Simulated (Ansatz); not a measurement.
Consider TiTl2F6 (started from the K2PtCl6 type) (Fm-3m).

The structure was built from a prototype and need not be the compound's stable phase.

```
Tl Ti F
1.0
     4.13965    0.00000    4.13965
     4.13965    4.13965    0.00000
     0.00000    4.13965    4.13965
Tl Ti F
2 1 6
Direct
  0.25000 0.25000 0.25000
  0.75000 0.75000 0.75000
  0.00000 0.00000 0.00000
  0.22417 0.22417 0.77583
  0.77583 0.77583 0.22417
  0.22417 0.77583 0.22417
  0.77583 0.22417 0.77583
  0.77583 0.22417 0.22417
  0.22417 0.77583 0.77583
```

The structure was relaxed with LDA. The structure type comes from a generator and need not be one that this composition takes. The structure was generated from a model, not taken from a measurement. The runs that relaxed it are not among those shown. The program's search for lower electronic states was switched off, so nothing shows that the state found is the lowest. Spin-orbit coupling is left out unless a run names it. PAW set soft_2, made with PBE.

A constrained-RPA run (Ansatz 0.2.0; non-magnetic LDA; Ti t2g, bands c1 to c3, 4×4×4 mesh, medium accuracy) builds 3 functions on bands 0.23 eV wide, with 0.0 electrons in the window. The bare on-site interaction is 16.5 eV and the bare J 0.59 eV.

Q: What U and J survive the screening?

On the Ti t2g shell, U = 5.30 eV (32 % of the bare value), U′ = 4.37 eV, J = 0.45 eV.

The parent state is non-magnetic and the interaction static (zero frequency); U depends on the window and the orbitals, so it belongs to this model alone. Spin-orbit coupling, which is strong for atoms this heavy, is left out.

[Paths, hosts, dates, memory and timing lines, banners, echoed tables and standing remarks are left out of the program output.]

[Logs are printed without paths, hosts, clocks, repeated set-up lines and the standing remarks that a program may print on its own settings, such as how far it seeks lower states.]

[Runs of the session that timed out or met a known fault of the program may be left out.]

[Hosts, paths, dates, database ids (printed as entryN), source tags and the programs' standing remarks are cut or masked in the printed files.]
